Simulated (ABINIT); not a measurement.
**SrTiO3 (Tausonite): one start, several treatments of the self-energy**

Aim: compare treatments of exchange, screening and correlation for the gap of SrTiO3 (Tausonite).

Method: PBE and many-body steps on it, plane waves, in ABINIT 10.8.3.

**What was measured.**

- Gap 3.77 eV: direct gap (M0 critical point); spectroscopic ellipsometry, second-derivative fit; 300 K; bulk crystal (commercial single crystal) (“Optical probe of ferroelectric order in bulk and thin film perovskite titanates”, 2013, arxiv:1309.1245).

Report form: the programs' logs are mostly left out.

## 1. The structure

The structure is cubic, space group Pm-3m (No. 221). The conventional cell has a = 3.905 Å, b = 3.905 Å, c = 3.905 Å, α = 90.00°, β = 90.00°, γ = 90.00°. Sr has 12 O at 2.76 Å nearest. Nearest to Ti lie 6 O at 1.95 Å. Nearest to O lie 2 Ti at 1.95 Å and 4 Sr at 2.76 Å. Farther neighbours and most contacts between anions are not listed.

Structure file:

```cif
data_structure
_symmetry_space_group_name_H-M 'Pm-3m'
_symmetry_Int_Tables_number 221
_cell_length_a 3.9053
_cell_length_b 3.9053
_cell_length_c 3.9053
_cell_angle_alpha 90.000
_cell_angle_beta 90.000
_cell_angle_gamma 90.000
_cell_volume 59.56
loop_
_atom_site_label
_atom_site_type_symbol
_atom_site_symmetry_multiplicity
_atom_site_Wyckoff_symbol
_atom_site_fract_x
_atom_site_fract_y
_atom_site_fract_z
_atom_site_occupancy
Sr1 Sr 1 b 0.50000 0.50000 0.50000 1
Ti1 Ti 1 a 0.00000 0.00000 0.00000 1
O1 O 3 d 0.50000 0.00000 0.00000 1
```

The cell and positions come from the Crystallography Open Database and are kept as given unless a step says otherwise.

## 2. Empty states on the mesh, 4×4×4 mesh, 205 bands

This step: ABINIT 10.8.3; DFT, PBE, plane waves, norm-conserving pseudopotentials.

The sums over transitions need many empty states on a uniform mesh; this step solves for them.

Contents of run.abi:

```
acell 3*1.0 Angstrom
rprim 
  3.905280000000 0.000000000000 0.000000000000
  0.000000000000 3.905280000000 0.000000000000
  0.000000000000 0.000000000000 3.905280000000
ntypat 3
znucl 38 22 8
natom 5
typat 1 2 3 3 3
xred 
  0.500000000000 0.500000000000 0.500000000000
  0.000000000000 0.000000000000 0.000000000000
  0.500000000000 0.000000000000 0.000000000000
  0.000000000000 0.500000000000 0.000000000000
  0.000000000000 0.000000000000 0.500000000000
pp_dirpath "pseudos"
pseudos "Sr.upf, Ti.upf, O.upf"
ecut 38
ngkpt 4 4 4
nshiftk 1
shiftk 0 0 0
kptopt 1
chksymbreak 0
irdden 1
istwfk *1
nband 205
prtvol 0
optdriver 6
gwr_task "HDIAGO"
paral_kgb 0
occopt 1
indata_prefix "in"
outdata_prefix "out"
tmpdata_prefix "tmp"
```

Started as:

```bash
$ OMP_NUM_THREADS=1 mpirun -n 8 abinit run.abi > log
```

Wall time 1.8 min (8 MPI ranks of Arm Neoverse V2, shared host); peak memory 9.2 GiB; 14 min of CPU time.

Numbers from this step:

```
gap                                                           : 1.908 eV
k of the valence top                                          : 0.5, 0.5, 0.5
k of the conduction bottom                                    : 0, 0, 0
least direct gap                                              : 2.263 eV
k points computed                                             : 10
lowest point of the top converged band, above the valence top : 107.3398 eV
```

On this mesh the gap is 1.908 eV.

The density comes from a self-consistent run that is not shown.

## 3. Screening, 4×4×4 mesh, 197 bands, screening to 190.5 eV

The RPA dielectric matrix is built and inverted for each q.

This step: RPA screening on PBE, plane waves, norm-conserving pseudopotentials.

Edit run.abi of step 2 so:

```diff
@@ -23,10 +23,11 @@
 chksymbreak 0
-irdden 1
 istwfk *1
-nband 205
-prtvol 0
-optdriver 6
-gwr_task "HDIAGO"
-paral_kgb 0
 occopt 1
+irdwfk 1
+optdriver 3
+nband 197
+ecuteps 7
+inclvkb 2
+awtr 1
+symchi 1
 indata_prefix "in"
```

The job ended after 82 s (8 MPI ranks; peak memory 2.4 GiB; 11 min of CPU time).

Numbers from this step:

```yaml
eps_infinity_with_local_fields_on_this_mesh_along_the_program_s_q_direction: 6.391
the_same_without_local_fields: 6.776
plasma_frequency: 30.43 eV
plane_waves_in_the_screening_matrix: 365
```

Local fields lower ε∞ by 6 %. On a Γ-centred mesh this coarse the value itself is usually too large, while a short band sum pulls it down.

## 4. G0W0, Godby-Needs plasmon pole

The self-energy is evaluated for the states that the input lists, and the levels follow from it, in one-shot runs by the linearised quasiparticle equation.

This step: G0W0 on PBE, plane waves, norm-conserving pseudopotentials.

Edit run.abi of step 3 so:

```diff
@@ -26,8 +26,17 @@
 irdwfk 1
-optdriver 3
+optdriver 4
 nband 197
+gwcalctyp 0
+ecutsigx 38
+symsigma 1
+nkptgw 2
+kptgw 
+  0.5000000000 0.5000000000 0.5000000000
+  0.0000000000 0.0000000000 0.0000000000
+bdgw 
+  18 23
+  18 23
 ecuteps 7
-inclvkb 2
-awtr 1
-symchi 1
+irdscr 1
+ppmodel 1
 indata_prefix "in"
```

The job ended after 19 s (8 MPI ranks; peak memory 2.4 GiB).

Numbers from this step:

```yaml
g0w0_gap_on_the_points_computed: 3.479 eV
starting_gap_on_the_mesh: 1.908 eV
k_of_the_valence_top: 0.5, 0.5, 0.5
k_of_the_conduction_bottom: 0, 0, 0
z_at_the_valence_top: 0.767
z_at_the_conduction_bottom: 0.781
least_direct_g0w0_gap_on_the_computed_points: 3.852 eV
```

The gap on the mesh goes from 1.91 eV to 3.48 eV, a correction of +1.57 eV.

## 5. G0W0, Hybertsen-Louie plasmon pole

Edit run.abi of step 4 so:

```diff
@@ -40,3 +40,3 @@
 irdscr 1
-ppmodel 1
+ppmodel 2
 indata_prefix "in"
```

Run time: 18 s. Hardware: 8 MPI ranks; peak memory 2.3 GiB.

Numbers from this step:

* G0W0 gap on the points computed: 4.208 eV
* starting gap on the mesh: 1.908 eV
* k of the valence top: 0.5, 0.5, 0.5
* k of the conduction bottom: 0, 0, 0
* Z at the valence top: 0.831
* Z at the conduction bottom: 0.85
* least direct G0W0 gap on the computed points: 4.544 eV

Against G0W0 in ABINIT (4×4×4 mesh, 197 bands, screening to 190.5 eV, Godby-Needs plasmon pole), the gap moves by +0.729 eV.

## 6. G0W0, von der Linden-Horsch plasmon pole

Edit run.abi of step 5 so:

```diff
@@ -40,3 +40,3 @@
 irdscr 1
-ppmodel 2
+ppmodel 3
 indata_prefix "in"
```

Wall time 10 s (8 MPI ranks); peak memory 2.1 GiB.

Numbers from this step:

```yaml
g0w0_gap_on_the_points_computed: 3.621 eV
starting_gap_on_the_mesh: 1.908 eV
k_of_the_valence_top: 0.5, 0.5, 0.5
k_of_the_conduction_bottom: 0, 0, 0
least_direct_g0w0_gap_on_the_computed_points: 3.990 eV
```

Against G0W0 in ABINIT (4×4×4 mesh, 197 bands, screening to 190.5 eV, Godby-Needs plasmon pole), the gap moves by +0.142 eV.

## 7. G0W0, Engel-Farid plasmon pole

Edit run.abi of step 6 so:

```diff
@@ -40,3 +40,3 @@
 irdscr 1
-ppmodel 3
+ppmodel 4
 indata_prefix "in"
```

The job ended after 10 s (8 MPI ranks; peak memory 2.1 GiB).

This step gave:

* G0W0 gap on the points computed: 3.600 eV
* starting gap on the mesh: 1.908 eV
* k of the valence top: 0.5, 0.5, 0.5
* k of the conduction bottom: 0, 0, 0
* least direct G0W0 gap on the computed points: 3.982 eV

Against G0W0 in ABINIT (4×4×4 mesh, 197 bands, screening to 190.5 eV, Godby-Needs plasmon pole), the gap moves by +0.121 eV.

## 8. One-shot SEX

This step: one-shot SEX on PBE, plane waves, norm-conserving pseudopotentials.

Edit run.abi of step 7 so:

```diff
@@ -28,3 +28,3 @@
 nband 197
-gwcalctyp 0
+gwcalctyp 6
 ecutsigx 38
@@ -40,3 +40,2 @@
 irdscr 1
-ppmodel 4
 indata_prefix "in"
```

Elapsed: 3.6 s, on 8 MPI ranks; peak memory 1.6 GiB; 28 s of CPU time.

Numbers from this step:

```yaml
quasiparticle_gap_on_the_points_computed: 3.240 eV
starting_gap_on_the_mesh: 1.908 eV
k_of_the_valence_top: 0.5, 0.5, 0.5
k_of_the_conduction_bottom: 0, 0, 0
least_direct_quasiparticle_gap_on_the_computed_points: 3.552 eV
```

Against G0W0 in ABINIT (4×4×4 mesh, 197 bands, screening to 190.5 eV, Godby-Needs plasmon pole), the gap moves by −0.239 eV.

## 9. One-shot COHSEX

This step: one-shot COHSEX on PBE, plane waves, norm-conserving pseudopotentials.

Edit run.abi of step 8 so:

```diff
@@ -28,3 +28,3 @@
 nband 197
-gwcalctyp 6
+gwcalctyp 7
 ecutsigx 38
```

The job ended after 3.6 s (8 MPI ranks; peak memory 1.6 GiB).

This step gave:

```
quasiparticle gap on the points computed              : 4.098 eV
starting gap on the mesh                              : 1.908 eV
k of the valence top                                  : 0.5, 0.5, 0.5
k of the conduction bottom                            : 0, 0, 0
least direct quasiparticle gap on the computed points : 4.51 eV
```

Against G0W0 in ABINIT (4×4×4 mesh, 197 bands, screening to 190.5 eV, Godby-Needs plasmon pole), the gap moves by +0.619 eV.

## 10. One-shot Hartree-Fock

This step: one-shot Hartree-Fock on PBE, plane waves, norm-conserving pseudopotentials.

Edit run.abi of step 9 so:

```diff
@@ -27,4 +27,4 @@
 optdriver 4
-nband 197
-gwcalctyp 7
+nband 24
+gwcalctyp 5
 ecutsigx 38
@@ -38,4 +38,4 @@
   18 23
-ecuteps 7
-irdscr 1
+ixc_sigma 40
+fftgw 31
 indata_prefix "in"
```

The job ended after 3.3 s (8 MPI ranks; peak memory 1.5 GiB).

Numbers from this step:

```
quasiparticle gap on the points computed              : 14.33 eV
starting gap on the mesh                              : 1.908 eV
k of the valence top                                  : 0.5, 0.5, 0.5
k of the conduction bottom                            : 0, 0, 0
least direct quasiparticle gap on the computed points : 14.52 eV
```

Against G0W0 in ABINIT (4×4×4 mesh, 197 bands, screening to 190.5 eV, Godby-Needs plasmon pole), the gap moves by +10.855 eV.

## 11. Screening, 4×4×4 mesh, 197 bands, screening to 190.5 eV

This step: RPA screening on PBE, plane waves, norm-conserving pseudopotentials.

Edit run.abi of step 10 so:

```diff
@@ -26,16 +26,11 @@
 irdwfk 1
-optdriver 4
-nband 24
-gwcalctyp 5
-ecutsigx 38
-symsigma 1
-nkptgw 2
-kptgw 
-  0.5000000000 0.5000000000 0.5000000000
-  0.0000000000 0.0000000000 0.0000000000
-bdgw 
-  18 23
-  18 23
-ixc_sigma 40
-fftgw 31
+optdriver 3
+nband 197
+ecuteps 7
+inclvkb 2
+awtr 1
+symchi 1
+gwcalctyp 1
+nfreqre 0
+nfreqim 16
 indata_prefix "in"
```

Run time: 5.4 min. Hardware: 8 MPI ranks; peak memory 2.8 GiB; 43 min of CPU time.

Numbers from this step:

| Quantity | Value |
| --- | --- |
| ε∞ with local fields, on this mesh, along the program's q direction | 6.391 |
| the same without local fields | 6.776 |
| plasma frequency | 30.43 eV |
| plane waves in the screening matrix | 365 |

## 12. G0W0, analytic continuation

This step: G0W0 on PBE, plane waves, norm-conserving pseudopotentials.

Edit run.abi of step 11 so:

```diff
@@ -26,11 +26,18 @@
 irdwfk 1
-optdriver 3
+optdriver 4
 nband 197
+gwcalctyp 1
+ecutsigx 38
+symsigma 1
+nkptgw 2
+kptgw 
+  0.5000000000 0.5000000000 0.5000000000
+  0.0000000000 0.0000000000 0.0000000000
+bdgw 
+  18 23
+  18 23
 ecuteps 7
-inclvkb 2
-awtr 1
-symchi 1
-gwcalctyp 1
-nfreqre 0
-nfreqim 16
+irdscr 1
+nomegasi 12
+omegasimax 25 eV
 indata_prefix "in"
```

The job ended after 14 s (8 MPI ranks; peak memory 2.7 GiB; 1.8 min of CPU time).

Numbers from this step:

- G0W0 gap on the points computed: 3.416 eV
- starting gap on the mesh: 1.908 eV
- k of the valence top: 0.5, 0.5, 0.5
- k of the conduction bottom: 0, 0, 0
- least direct G0W0 gap on the computed points: 3.81 eV

Against G0W0 in ABINIT (4×4×4 mesh, 197 bands, screening to 190.5 eV, Godby-Needs plasmon pole), the gap moves by −0.063 eV.

## 13. The runs together

Times are wall times on 8 MPI ranks of Arm Neoverse V2, shared host, good to a factor of about two. A run's time includes the screening step that it read.

| run | mesh | bands | screening cutoff (eV) | DFT gap (eV) | gap on the mesh (eV) | direct (eV) | ε∞ used | time |
| --- | --- | --- | --- | --- | --- | --- | --- | --- |
| G0W0, Godby-Needs plasmon pole | 4×4×4 | 197 | 190.5 | 1.908 | 3.479 | 3.852 | 6.39 | 1.7 min |
| G0W0, Hybertsen-Louie plasmon pole | 4×4×4 | 197 | 190.5 | 1.908 | 4.208 | 4.544 | 6.39 | 100 s |
| G0W0, von der Linden-Horsch plasmon pole | 4×4×4 | 197 | 190.5 | 1.908 | 3.621 | 3.990 | 6.39 | 92 s |
| G0W0, Engel-Farid plasmon pole | 4×4×4 | 197 | 190.5 | 1.908 | 3.600 | 3.982 | 6.39 | 92 s |
| one-shot SEX | 4×4×4 | 197 | 190.5 | 1.908 | 3.240 | 3.552 | 6.39 | 85 s |
| one-shot COHSEX | 4×4×4 | 197 | 190.5 | 1.908 | 4.098 | 4.510 | 6.39 | 86 s |
| one-shot Hartree-Fock | 4×4×4 | - | - | 1.908 | 14.334 | 14.520 | - | 3.3 s |
| G0W0, analytic continuation | 4×4×4 | 197 | 190.5 | 1.908 | 3.416 | 3.810 | 6.39 | 5.6 min |

## 14. Summary of results

* G0W0, Godby-Needs plasmon pole: 3.479 eV
* G0W0, Hybertsen-Louie plasmon pole: 4.208 eV
* G0W0, von der Linden-Horsch plasmon pole: 3.621 eV
* G0W0, Engel-Farid plasmon pole: 3.600 eV
* one-shot SEX: 3.240 eV
* one-shot COHSEX: 4.098 eV
* one-shot Hartree-Fock: 14.334 eV
* G0W0, analytic continuation: 3.416 eV
* known limits: not at the basis limit; no spin-orbit coupling; coarse k mesh

In words: G0W0, Hybertsen-Louie plasmon pole: +0.729 eV against G0W0, Godby-Needs plasmon pole. G0W0, von der Linden-Horsch plasmon pole: +0.142 eV against G0W0, Godby-Needs plasmon pole. G0W0, Engel-Farid plasmon pole: +0.121 eV against G0W0, Godby-Needs plasmon pole. One-shot SEX: −0.239 eV against G0W0, Godby-Needs plasmon pole. One-shot COHSEX: +0.619 eV against G0W0, Godby-Needs plasmon pole. One-shot Hartree-Fock: +10.855 eV against G0W0, Godby-Needs plasmon pole. G0W0, analytic continuation: −0.063 eV against G0W0, Godby-Needs plasmon pole. Bare exchange alone opens the gap to 14.33 eV; against G0W0, correlation takes back 10.85 eV. Against experiment, by G0W0, Godby-Needs plasmon pole: the direct gap of 3.85 eV lies +0.08 eV from the measured 3.77 eV (direct, 300 K, 2013). An exciton line or allowed optical edge lies below the quasiparticle gap by the binding energy; a forbidden edge can push the onset above it. These are gaps on the mesh, at modest bands and cutoff. The calculation has static nuclei and no excitons; a measured gap holds zero-point and thermal motion, which mostly lowers it. Bands and cutoff are finite, so the gap is not at the basis limit. The miss can reach some tenths of an eV and take either sign; the mesh is an error of its own. In the G0W0 runs levels were corrected at 2 k points alone, so a gap called «on the mesh» is the least over those, and an edge elsewhere would be missed. The 4×4×4 mesh is coarse for this cell, which bears on the long-range parts of exchange and screening. This is the ideal cubic cell; many perovskites, halides above all, are cubic only on average, and local tilts or off-centring can widen the gap. The many-body steps are scalar-relativistic: spin-orbit coupling is not in them.

[Paths, hosts, dates, memory and timing lines, banners, echoed tables and standing remarks are left out of the program output.]

[Logs are printed without paths, hosts, clocks, repeated set-up lines and the standing remarks that a program may print on its own settings, such as how far it seeks lower states.]

[Runs of the session that timed out or met a known fault of the program may be left out.]

[Hosts, paths, dates, database ids (printed as entryN), source tags and the programs' standing remarks are cut or masked in the printed files.]

[G0W0 gaps are taken among the corrected bands and points alone; a level outside them can change the order at an edge.]

[Where Ansatz stands beside ABINIT at settings called matched, ABINIT's density can come from a denser mesh and the files from another edition; pairs whose starting gaps differed by over 0.03 eV were left out, so agreement reads better than it is.]
